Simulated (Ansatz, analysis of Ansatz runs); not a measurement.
# An added hole started on V in VBrO (Pmmn)

Question: does an added hole stay on the V atom where it is started in VBrO (Pmmn), and if so, how high is the barrier for a hop to another V site nearby? Model: a cell of 48 host atoms.

Method: plane-wave PAW DFT, PBEsol+U; relaxation of all atoms of a supercell at fixed charge in a uniform background; PAW set soft_1, in Ansatz 0.2.0.

### Step 1. Starting point

The cell holds 48 atoms: 16 V, 16 Br and 16 O. Its edges and angles: a = 10.204 Å, b = 10.204 Å, c = 8.715 Å, α = 90.0°, β = 90.0°, γ = 84.3°. It derives from VBrO (space group Pmmn). Nearest the centre at fractional (0.375, 0.625, 0.603): O22 at 1.22 Å, V16 at 1.71 Å, V39 at 1.71 Å, Br20 at 1.86 Å, V14 at 2.61 Å, V37 at 2.61 Å, O47 at 2.62 Å, O23 at 2.62 Å.

Hubbard terms: V d 5.0 eV. They were chosen, not fitted, to curb self-interaction in the shells named, the trial site's among them. The two sites are V39 and V16. The cell's shortest repeat is 8.7 Å. The host's moments were started antiferromagnetic in the unit cell, high spin; both sites carry the same spin direction.

### Step 2. The cell without the carrier

The neutral cell is relaxed first, from small random displacements, so that bond lengths and moments with the carrier can be set beside those of a relaxed cell without it.

Contents of neutral.relax/input.yaml:

```yaml
crystal:
  lattice:
    - [6.84473669, 7.56762492, 0.0]
    - [-6.84473669, 7.56762492, 0.0]
    - [0.0, 0.0, 8.71456034]
  atoms:
    - { symbol: V, position: [0.0, 0.25, 0.396809], spin: 2.0 }
    - { symbol: V, position: [0.25, 0.0, 0.396809], spin: 2.0 }
    - { symbol: V, position: [0.0, 0.0, 0.603191], spin: -2.0 }
    - { symbol: V, position: [0.25, 0.25, 0.603191], spin: -2.0 }
    - { symbol: Br, position: [0.125, 0.125, 0.183388] }
    - { symbol: Br, position: [0.375, 0.375, 0.183388] }
    - { symbol: Br, position: [0.125, 0.375, 0.816612] }
    - { symbol: Br, position: [0.375, 0.125, 0.816612] }
    - { symbol: O, position: [0.125, 0.375, 0.463458] }
    - { symbol: O, position: [0.375, 0.125, 0.463458] }
    - { symbol: O, position: [0.125, 0.125, 0.536542] }
    - { symbol: O, position: [0.375, 0.375, 0.536542] }
    - { symbol: V, position: [0.0, 0.75, 0.396809], spin: 2.0 }
    - { symbol: V, position: [0.25, 0.5, 0.396809], spin: 2.0 }
    - { symbol: V, position: [0.0, 0.5, 0.603191], spin: -2.0 }
    - { symbol: V, position: [0.25, 0.75, 0.603191], spin: -2.0 }
    - { symbol: Br, position: [0.125, 0.625, 0.183388] }
    - { symbol: Br, position: [0.375, 0.875, 0.183388] }
    - { symbol: Br, position: [0.125, 0.875, 0.816612] }
    - { symbol: Br, position: [0.375, 0.625, 0.816612] }
    - { symbol: O, position: [0.125, 0.875, 0.463458] }
    - { symbol: O, position: [0.375, 0.625, 0.463458] }
    - { symbol: O, position: [0.125, 0.625, 0.536542] }
    - { symbol: O, position: [0.375, 0.875, 0.536542] }
    - { symbol: V, position: [0.5, 0.25, 0.396809], spin: 2.0 }
    - { symbol: V, position: [0.75, 0.0, 0.396809], spin: 2.0 }
    - { symbol: V, position: [0.5, 0.0, 0.603191], spin: -2.0 }
    - { symbol: V, position: [0.75, 0.25, 0.603191], spin: -2.0 }
    - { symbol: Br, position: [0.625, 0.125, 0.183388] }
    - { symbol: Br, position: [0.875, 0.375, 0.183388] }
    - { symbol: Br, position: [0.625, 0.375, 0.816612] }
    - { symbol: Br, position: [0.875, 0.125, 0.816612] }
    - { symbol: O, position: [0.625, 0.375, 0.463458] }
    - { symbol: O, position: [0.875, 0.125, 0.463458] }
    - { symbol: O, position: [0.625, 0.125, 0.536542] }
    - { symbol: O, position: [0.875, 0.375, 0.536542] }
    - { symbol: V, position: [0.5, 0.75, 0.396809], spin: 2.0 }
    - { symbol: V, position: [0.75, 0.5, 0.396809], spin: 2.0 }
    - { symbol: V, position: [0.5, 0.5, 0.603191], spin: -2.0 }
    - { symbol: V, position: [0.75, 0.75, 0.603191], spin: -2.0 }
    - { symbol: Br, position: [0.625, 0.625, 0.183388] }
    - { symbol: Br, position: [0.875, 0.875, 0.183388] }
    - { symbol: Br, position: [0.625, 0.875, 0.816612] }
    - { symbol: Br, position: [0.875, 0.625, 0.816612] }
    - { symbol: O, position: [0.625, 0.875, 0.463458] }
    - { symbol: O, position: [0.875, 0.625, 0.463458] }
    - { symbol: O, position: [0.625, 0.625, 0.536542] }
    - { symbol: O, position: [0.875, 0.875, 0.536542] }
basis:
  ecutwfc: 420
  xc_grid: 2
hamiltonian:
  xc: pbesol
  hubbard:
    sites: [{ species: V, l: d, u_eff: 5.0 }]
    projectors: ortho-atomic
  pseudopotentials: { kind: paw, azcp: { folder: soft_1 }, xc_functional: pbe }
kpoints:
  mp_grid: { grid: [1, 1, 1] }
magnetization:
  spin_polarized: true
  initial_magnetization: 0
  spin_locking: { lock_magnetization: hard }
scf:
  occupations: { method: fermi_dirac, width: 0.01 }
  max_iter: 120
  lower_state_search: "off"
output:
  forces: true
relax:
  f_tol: 0.02
  max_steps: 70
  random_displacement: { amplitude: 0.04, seed: 6828 }
checkpoint:
  write: "../neutral.relax.run"
  compress: false
  write_wavefunctions: true
  write_every: 100000
```

Launch:

```
$ ansatz run input.yaml --threads 32 --pin off --max-ram 84787MiB --backend cuda --events-out ev --progress --plain --runs-dir out --max-vram 78GiB
```

Numbers of over 12 decimals in the logs are rounded to 6 here.

Output:

```text
[... repeated set-up lines and file paths are left out, and long positions are rounded to six places ...]
Engine: ansatz 0.2.0, aarch64-unknown-linux-gnu
Pseudopotentials: kind: paw
Pseudopotential: V, paw, valence charge 13, recommended cutoff 420 eV (normal), soft_1/V.paw.azcp
Pseudopotential: Br, paw, valence charge 7, recommended cutoff 420 eV (normal), soft_1/Br.paw.azcp
Pseudopotential: O, paw, valence charge 6, recommended cutoff 420 eV (normal), soft_1/O.paw.azcp
Functional definition: PBEsol
  exchange = pbesol_x
  correlation = pbesol_c
[...]
Crystal: 48 atoms, lattice volume = 902.801 Å³
Basis set: ecut = 420 eV, 17663 PW (Γ), exchange–correlation on 144×144×120 points (8 copies of the dense FFT grid, shifted against one another)
Bands: 256, of which v1, the nominal top of the filled ones, is band 208 counted from 1 (207 counted from 0)
Symmetry: 1 space group operations
k-points: 1
Non-local potential: V, projectors of the file, l = 0: 3, l = 1: 2, l = 2: 3, l = 3: 1
Non-local potential: Br, projectors of the file, l = 0: 2, l = 1: 2, l = 2: 2
Non-local potential: O, projectors of the file, l = 0: 2, l = 1: 2, l = 2: 1
PAW form: soft (Blöchl's): semilocal exchange-correlation on the pseudo side does not see the compensation charge
PAW frozen core: V, regenerated for the run's functional, and the local potential with it (the file was generated under x = pbe(κ = 0.804, μ = 0.219515), c = pbe(β = 0.066725))
[...]
Internal energy: -98912.118637 eV  (E = F + TS)
E sigma→0 (E₀):  -98912.118637 eV
Fermi energy:    6.679005 (↑ 6.679074, ↓ 6.678937) eV
--- Per-component energies (eV) ---
  E_band       = -4993.916690
  E_kinetic    = 9495.796992
  E_local      = -60436.842532  (includes V_loc(G=0)·N_el)
  E_nonlocal   = 2980.584936
  E_hartree    = 26318.848114
  E_xc         = -6060.940322
  E_vxc        = -5494.843433  (∫ρ·V_xc dr)
  E_hubbard    = 40.109733  (on-site DFT+U / exact-exchange correction)
  E_vhub       = -48.435177  (the Hubbard potential's part of the band-sum identity)
  E_paw        = -56384.404198  (= ΣΔE_a)
  E_vpaw       = -4127.911012  (= ΣTr[D̂ρ^β])
  E_aug_tail   = 0.028019  (compensation charges beyond the density's cutoff)
  E_ewald      = -14869.735190
  E_core_change = 4.435810  (= ΣΔE_core)
  E_smearing   = -0.000000  (= −TS)
  E_closure    = 0.000000  (closes the sum)
  Σ components = -98912.118637   (vs F -98912.118637, Δ=0.00e0)
--- Forces (eV/Å), atoms counted from 1 ---
  atom   1  V      0.00014321     0.00012035    -0.00117590
  atom   2  V      0.00018106    -0.00027319    -0.00164908
  [... 4 atoms left out ...]
  [... 42 more lines of this table ...]
  max |Σ_I F_I| component: 1.69e-4 eV/Å
--- Band table (eV) ---
  k-point 0 ↑: bands = ["-59.3842", "-59.3828", "-59.3821", "-59.3820", "-59.3820", "-59.3820", "-59.3808", "-59.3803", "-57.4702", [... rest cut ...]
  k-point 0 ↓: bands = ["-59.3843", "-59.3829", "-59.3822", "-59.3822", "-59.3821", "-59.3821", "-59.3809", "-59.3804", "-57.4701", [... rest cut ...]
Occupation matrices written to <dir>
--- Relaxed structure (5 steps of the walk, 5 accepted, 0 SCFs on fresh bases) ---
  F+E_penalty+E_count = -98912.11863671 eV   max|allowed force component| = 1.667e-3 eV/Å
  atoms:
    - { symbol: V, position: [0.000363, 0.249939, 0.395900] }
    - { symbol: V, position: [0.250365, -5.725984207577417e-5, 0.395903] }
    [... 4 atoms left out ...]
  [... 42 more lines of this table ...]
[key lines of the parts left out:]
SCF converged after 13 iterations
Magnetization: 0.0000 μB (208.0000 up, 208.0000 down)
Free energy (F): -98912.118637 eV
```

Wall time 6.7 s (1 × NVIDIA GB200 with 32 threads of Arm Neoverse V2, shared host); peak memory 1.1 GiB; 20 s of CPU time.

The largest displacement from an ideal site is 0.017 Å.

### Step 3. The hole on the first site

The nearest neighbour or neighbours of the site start displaced and the site's starting moment is changed by the carrier's spin, since a carrier doesn't trap itself in the undistorted lattice.

Contents of A.relax/input.yaml:

```yaml
crystal:
  lattice:
    - [6.84473669, 7.56762492, 0.0]
    - [-6.84473669, 7.56762492, 0.0]
    - [0.0, 0.0, 8.71456034]
  atoms:
    - { symbol: V, position: [0.000363, 0.249939, 0.3959], spin: 2.0 }
    - { symbol: V, position: [0.250365, -5.7e-05, 0.395903], spin: 2.0 }
    - { symbol: V, position: [0.000369, -5.5e-05, 0.603988], spin: -2.0 }
    - { symbol: V, position: [0.250368, 0.249948, 0.603986], spin: -2.0 }
    - { symbol: Br, position: [0.125407, 0.124987, 0.181491] }
    - { symbol: Br, position: [0.375394, 0.374965, 0.181459] }
    - { symbol: Br, position: [0.125501, 0.375077, 0.818405] }
    - { symbol: Br, position: [0.375263, 0.12485, 0.818399] }
    - { symbol: O, position: [0.125363, 0.37494, 0.463844] }
    - { symbol: O, position: [0.375366, 0.124944, 0.463833] }
    - { symbol: O, position: [0.125371, 0.124945, 0.536049] }
    - { symbol: O, position: [0.381714, 0.381281, 0.539337] }
    - { symbol: V, position: [0.000366, 0.74994, 0.395882], spin: 2.0 }
    - { symbol: V, position: [0.250357, 0.499933, 0.395873], spin: 2.0 }
    - { symbol: V, position: [0.000371, 0.499954, 0.603987], spin: -2.0 }
    - { symbol: V, position: [0.250367, 0.749942, 0.603974], spin: -2.0 }
    - { symbol: Br, position: [0.125135, 0.624726, 0.181461] }
    - { symbol: Br, position: [0.375188, 0.874769, 0.18148] }
    - { symbol: Br, position: [0.125301, 0.874879, 0.818392] }
    - { symbol: Br, position: [0.37546, 0.625034, 0.818382] }
    - { symbol: O, position: [0.125367, 0.874939, 0.463838] }
    - { symbol: O, position: [0.381277, 0.61902, 0.470472] }
    - { symbol: O, position: [0.12537, 0.624942, 0.536011] }
    - { symbol: O, position: [0.375374, 0.874941, 0.536041] }
    - { symbol: V, position: [0.500366, 0.249937, 0.395873], spin: 2.0 }
    - { symbol: V, position: [0.750371, -5.8e-05, 0.395887], spin: 2.0 }
    - { symbol: V, position: [0.500368, -5.0e-05, 0.603981], spin: -2.0 }
    - { symbol: V, position: [0.750369, 0.249947, 0.603975], spin: -2.0 }
    - { symbol: Br, position: [0.625225, 0.124786, 0.181462] }
    - { symbol: Br, position: [0.875198, 0.374756, 0.181478] }
    - { symbol: Br, position: [0.625288, 0.374883, 0.818383] }
    - { symbol: Br, position: [0.875488, 0.12507, 0.818394] }
    - { symbol: O, position: [0.619455, 0.380855, 0.470476] }
    - { symbol: O, position: [0.875364, 0.12494, 0.463842] }
    - { symbol: O, position: [0.625368, 0.12495, 0.53602] }
    - { symbol: O, position: [0.875372, 0.374949, 0.536037] }
    - { symbol: V, position: [0.500366, 0.749942, 0.39589], spin: 2.0 }
    - { symbol: V, position: [0.750372, 0.499942, 0.395886], spin: 2.0 }
    - { symbol: V, position: [0.500363, 0.499941, 0.60396], spin: -1.0 }
    - { symbol: V, position: [0.750368, 0.749949, 0.603987], spin: -2.0 }
    - { symbol: Br, position: [0.625451, 0.625009, 0.181477] }
    - { symbol: Br, position: [0.875468, 0.875038, 0.181462] }
    - { symbol: Br, position: [0.625456, 0.875034, 0.818399] }
    - { symbol: Br, position: [0.875323, 0.624902, 0.818394] }
    - { symbol: O, position: [0.625365, 0.874947, 0.463839] }
    - { symbol: O, position: [0.875365, 0.624945, 0.463844] }
    - { symbol: O, position: [0.619022, 0.618604, 0.539358] }
    - { symbol: O, position: [0.87537, 0.874944, 0.536024] }
total_charge: 1
basis:
  ecutwfc: 420
  xc_grid: 2
hamiltonian:
  xc: pbesol
  hubbard:
    sites: [{ species: V, l: d, u_eff: 5.0 }]
    projectors: ortho-atomic
  pseudopotentials: { kind: paw, azcp: { folder: soft_1 }, xc_functional: pbe }
kpoints:
  mp_grid: { grid: [1, 1, 1] }
magnetization:
  spin_polarized: true
  initial_magnetization: 1
  spin_locking: { lock_magnetization: hard }
scf:
  occupations: { method: fermi_dirac, width: 0.01 }
  max_iter: 120
  lower_state_search: "off"
output:
  forces: true
relax:
  f_tol: 0.015
  max_steps: 70
  escape_saddle: false
checkpoint:
  write: "../A.relax.run"
  compress: false
  write_wavefunctions: true
  write_every: 100000
```

Output:

```text
[...]
Crystal: 48 atoms, lattice volume = 902.801 Å³
Basis set: ecut = 420 eV, 17663 PW (Γ), exchange–correlation on 144×144×120 points (8 copies of the dense FFT grid, shifted against one another)
Bands: 256, of which v1, the nominal top of the filled ones, is band 208 counted from 1 (207 counted from 0)
[... 1 set-up line as in the run before ...]
[...]
k-points: 1
[...]
Starting moments: Σ|m| = 31 μB on 16 of 48 sites
[...]
SCF iter   1: F=—  HF=-98906.885505 eV  |Δ(HF+E_count)|=         —  Δρ=6.66e-2 (↑6.53e-2 ↓6.66e-2)  dr2=2.62e2  dr2_m=1.13e1  M=1.000 μB ∫|m|=51.254 μB  Hψ=1700
[...]
SCF iter   3: F=—  HF=-98904.736075 eV  |Δ(HF+E_count)|=    5.08e0  Δρ=3.68e-2 (↑2.33e-2 ↓3.68e-2)  dr2=4.20e1  dr2_m=2.85e0  M=1.000 μB ∫|m|=40.379 μB  Hψ=1018
[...]
SCF iter  26: F=-98917.340704 eV  HF=-98917.340708 eV  |Δ(HF+E_count)|=   1.61e-6  Δρ=1.43e-5 (↑7.17e-6 ↓1.43e-5)  dr2=4.32e-6  dr2_m=3.52e-7  M=1.000 μB ∫|m|=34.455 μB  Hψ=1352
SCF 1 converged in 26 iterations: F = -98917.340704 eV  dr2 = 4.32e-6
[...]
relax step   1: F+E_penalty+E_count = -98917.34070431 eV  Δ(F+E_penalty+E_count) = +0.000e0 eV  max|allowed force component| = 1.826e0 eV/Å  Δτ_max = 0.0000 Å  (26 SCF iters, dr2 threshold 5.63e-6 eV, accepted)
[...]
relax step   2: F+E_penalty+E_count = -98917.56041611 eV  Δ(F+E_penalty+E_count) = -2.197e-1 eV  max|allowed force component| = 1.179e0 eV/Å  Δτ_max = 0.0676 Å  (10 SCF iters, dr2 threshold 1.00e-4 eV, accepted)
relax step   3: F+E_penalty+E_count = -98917.65342984 eV  Δ(F+E_penalty+E_count) = -9.301e-2 eV  max|allowed force component| = 6.065e-1 eV/Å  Δτ_max = 0.0750 Å  (13 SCF iters, dr2 threshold 8.68e-5 eV, accepted)
relax step   4: F+E_penalty+E_count = -98917.68342801 eV  Δ(F+E_penalty+E_count) = -3.000e-2 eV  max|allowed force component| = 1.759e-1 eV/Å  Δτ_max = 0.0500 Å  (6 SCF iters, dr2 threshold 9.74e-5 eV, accepted)
relax step   5: F+E_penalty+E_count = -98916.78985014 eV  Δ(F+E_penalty+E_count) = +8.936e-1 eV  max|allowed force component| = 1.606e0 eV/Å  Δτ_max = 0.1310 Å  (15 SCF iters, dr2 threshold 2.60e-6 eV, rejected (line search))
relax step   6: F+E_penalty+E_count = -98917.69385080 eV  Δ(F+E_penalty+E_count) = -1.042e-2 eV  max|allowed force component| = 1.643e-2 eV/Å  Δτ_max = 0.0205 Å  (18 SCF iters, accepted)
[...]
SCF iter   4: F=—  HF=-98917.694104 eV  |Δ(HF+E_count)|=   3.61e-3  Δρ=1.02e-5 (↑7.75e-6 ↓1.02e-5)  dr2=1.62e-6  dr2_m=2.38e-7  M=1.000 μB ∫|m|=34.891 μB  Hψ=746
[...]
SCF iter   8: F=-98917.694108 eV  HF=-98917.694108 eV  |Δ(HF+E_count)|=   2.18e-7  Δρ=2.28e-6 (↑2.28e-6 ↓1.79e-6)  dr2=8.90e-8  dr2_m=8.56e-9  M=1.000 μB ∫|m|=34.891 μB  Hψ=1542
SCF 7 converged in 8 iterations: F = -98917.694108 eV  dr2 = 8.90e-8
relax step   7: F+E_penalty+E_count = -98917.69410755 eV  Δ(F+E_penalty+E_count) = -2.568e-4 eV  max|allowed force component| = 8.868e-3 eV/Å  Δτ_max = 0.0045 Å  (8 SCF iters, accepted)
[...]
NSCF: frozen V_eff on 1 k-points
[...]
SCF converged after 8 iterations
[...]
Magnetization: 1.0000 μB (208.0000 up, 207.0000 down)
Absolute magnetization: 34.9534 μB (∫|ρ↑−ρ↓|, with the PAW one-centre terms)
[...]
Per-site moments (μB) at R_I (Å): [(1.557120, 0.819596), (1.557119, 0.819595), (-1.537743, 0.815819), [... 6 left out ...]
Free energy (F): -98917.694108 eV
[...]
Internal energy: -98917.693790 eV  (E = F + TS)
E sigma→0 (E₀):  -98917.693949 eV
Entropy (-TS):   -0.000317 eV (-0.007 meV/atom)
Fermi energy:    5.641639 (↑ 6.765976, ↓ 5.427536) eV
[...]
--- Forces (eV/Å), atoms counted from 1 ---
  atom   1  V     -0.00056848     0.00537076     0.00043308
  atom   2  V      0.00054881     0.00533754     0.00041963
  [... 4 atoms left out ...]
  [... 42 more lines of this table ...]
  max |Σ_I F_I| component: 1.43e-4 eV/Å
--- Band table (eV) ---
[...]
Occupation matrices written to <dir>
--- Relaxed structure (7 steps of the walk, 6 accepted, 0 SCFs on fresh bases) ---
  F+E_penalty+E_count = -98917.69410755 eV   max|allowed force component| = 8.868e-3 eV/Å
  atoms:
    - { symbol: V, position: [0.000397, 0.249881, 0.395462] }
    - { symbol: V, position: [0.250305, -2.7442454170273356e-5, 0.395462] }
    [... 4 atoms left out ...]
  [... 42 more lines of this table ...]
```

It took 8.6 s on 1 × NVIDIA GB200 with 32 threads; peak memory 1.2 GiB; 28 s of CPU time.

The steps of the relaxation:

| step | energy less that of the first step (eV) | largest force component (eV/Å) |
| --- | --- | --- |
| 1 | 0.0000 | 1.8261 |
| 2 | -0.2197 | 1.1785 |
| 3 | -0.3127 | 0.6065 |
| 4 | -0.3427 | 0.1759 |
| 5 | 0.5509 | 1.6064 |
| 6 | -0.3531 | 0.0164 |
| 7 | -0.3534 | 0.0089 |

Relaxation step 5 was tried and not accepted.

The atoms that moved most (Å):

| atom | dx | dy | dz | length |
| --- | --- | --- | --- | --- |
| O12 | 0.000 | -0.096 | -0.021 | 0.098 |
| O47 | 0.000 | 0.096 | -0.021 | 0.098 |
| O33 | 0.083 | 0.000 | -0.047 | 0.095 |
| O22 | -0.083 | 0.000 | -0.047 | 0.095 |
| O10 | 0.000 | 0.000 | 0.012 | 0.012 |
| O45 | 0.000 | 0.000 | 0.012 | 0.012 |
| O46 | 0.000 | 0.000 | 0.012 | 0.012 |
| O9 | 0.000 | 0.000 | 0.012 | 0.012 |

The moves above count from the input, in which the site's nearest neighbours were already displaced; the distances below compare with the cell without the carrier.

Distances from V39 without and with the hole:

| atom | without (Å) | with (Å) |
| --- | --- | --- |
| O47 | 1.98 | 1.98 |
| O12 | 1.98 | 1.98 |
| O22 | 2.10 | 2.09 |
| O33 | 2.10 | 2.09 |

The largest changes of the moments are 0.08 μB on Br31, 0.08 μB on Br44 and 0.08 μB on Br43. The carrier did not stay on the chosen site.

### Step 4. What came out

```yaml
carrier_trapped_on_the_chosen_site: no
size_of_the_moment_change_on_that_site: 0.02 μB
```

In words: With PBEsol+U (5 eV) (V d 5.0 eV) the hole does not stay on the chosen V atom: it is spread over about 13 atoms in effect, so no hop between such sites was computed. The magnetic order was assumed and need not be the ground state; parallel spins on neighbours help a carrier to spread. The search for lower electronic states was switched off. Another U, a hybrid or another start may give another answer. What this leaves open: sampling at the zone centre alone can move energies of charged and open-shell states by tenths of an eV or more in cells of this size; the images are only 8.7 Å apart; gap and trapping depend on the U chosen (V d 5.0 eV).

[Logs are printed without paths, hosts, clocks, repeated set-up lines and the standing remarks that a program may print on its own settings, such as how far it seeks lower states.]

[Hosts, paths, dates, database ids (printed as entryN), source tags and the programs' standing remarks are cut or masked in the printed files.]
